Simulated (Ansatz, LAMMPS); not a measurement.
# What went wrong? liquid 68TiO2-32SiO2 (mol %) at 3000 K (93 atoms)

Program: Ansatz 0.2.0. The cell: 21 Ti, 10 Si and 62 O.

input.yaml reads:

```yaml
crystal:
  lattice:
    - [10.723, 0.0, 0.0]
    - [0.0, 10.723, 0.0]
    - [0.0, 0.0, 10.723]
  atoms:
    - { symbol: Ti, position: [0.12973, 0.09004, 0.07541] }
    - { symbol: Ti, position: [0.6145, 0.49149, 0.54978] }
    - { symbol: Ti, position: [0.82461, 0.26475, 0.12622] }
    - { symbol: Ti, position: [0.63337, 0.76884, 0.99257] }
    - { symbol: Ti, position: [0.16942, 0.83428, 0.43621] }
    - { symbol: Ti, position: [0.50854, 0.86461, 0.24637] }
    - { symbol: Ti, position: [0.33843, 0.15769, 0.74104] }
    - { symbol: Ti, position: [0.83354, 0.16619, 0.76098] }
    - { symbol: Ti, position: [0.49403, 0.08726, 0.01473] }
    - { symbol: Ti, position: [0.56895, 0.83861, 0.66488] }
    - { symbol: Ti, position: [0.59666, 0.39539, 0.09744] }
    - { symbol: Ti, position: [0.12085, 0.34485, 0.95557] }
    - { symbol: Ti, position: [0.30138, 0.77998, 0.07851] }
    - { symbol: Ti, position: [0.83265, 0.25503, 0.4662] }
    - { symbol: Ti, position: [0.29082, 0.55581, 0.45987] }
    - { symbol: Ti, position: [0.58196, 0.14505, 0.51746] }
    - { symbol: Ti, position: [0.10828, 0.93295, 0.7261] }
    - { symbol: Ti, position: [0.98963, 0.72528, 0.97439] }
    [... 69 atom lines left out ...]
    - { symbol: O, position: [0.00508, 0.00742, 0.98317] }
    - { symbol: O, position: [0.34825, 0.85188, 0.24488] }
    - { symbol: O, position: [0.2718, 0.99846, 0.73792] }
    - { symbol: O, position: [0.83953, 0.06268, 0.42732] }
    - { symbol: O, position: [0.5444, 0.18263, 0.35975] }
    - { symbol: O, position: [0.93315, 0.67126, 0.13951] }
kpoints:
  mp_grid: { grid: [1, 1, 1] }
hamiltonian:
  xc: pbe
scf:
  occupations: { method: fixed }
  eigensolver: { kind: { support_functions: { accuracy: medium, radius: 3.11 } } }
  max_iter: 150
output:
  forces: true
  eigenvalues: true
```

On the command line:

```
$ ansatz run input.yaml --threads 8 --pin off --max-ram 15872MiB --backend cpu --events-out ev --progress --plain --runs-dir out
```

Log:

```text
Warning: scf.eigensolver.kind.support_functions: disabling space-group detection — the functions' gradient is summed over unrotated k-points, so no spatial operation reduces the k-mesh or symmetrises the density; time reversal is kept, so that k and −k are solved as one point where they differ and the mesh holds both, and exact exchange and, on two spinor components, a DFT+U term hold to it where the run has them: [...]
Warning: basis.ecutwfc = 464 eV, auto-derived: no grid that the accuracy of the support functions lays serves the files at the lower one that their records recommend; a deck with other species or settings can derive another value
settings of this run that can trade accuracy for cost: scf.eigensolver.kind.support_functions [...]
Engine: ansatz 0.2.0, aarch64-unknown-linux-gnu
Pseudopotentials: kind: paw
Pseudopotential: Ti, paw, valence charge 12, recommended cutoff 420 eV (normal), Ti.paw.azcp
Pseudopotential: Si, paw, valence charge 4, recommended cutoff 420 eV (normal), Si.paw.azcp
Pseudopotential: O, paw, valence charge 6, recommended cutoff 420 eV (normal), O.paw.azcp
[... 5 lines on functional and potentials left out ...]
Error: SCF: the radius of support functions is under 3.48 Å, the least for these sites at the functions' level (scf.eigensolver.kind.support_functions.accuracy). Use scf.eigensolver.kind: auto, or type scf.eigensolver.kind.support_functions.radius at least as long, [...]
```

It took 2.6 s on 8 threads of Arm Neoverse V2, shared host; peak memory 0.33 GiB.

What is at fault here, and what would mend it?

A radius under the least that the level allows: support_functions.radius = 3.11.

The fix is to use a longer radius.

The run ended with an error.

[Logs are printed without paths, hosts, clocks, repeated set-up lines and the standing remarks that a program may print on its own settings, such as how far it seeks lower states.]

[Hosts, paths, dates, database ids (printed as entryN), source tags and the programs' standing remarks are cut or masked in the printed files.]
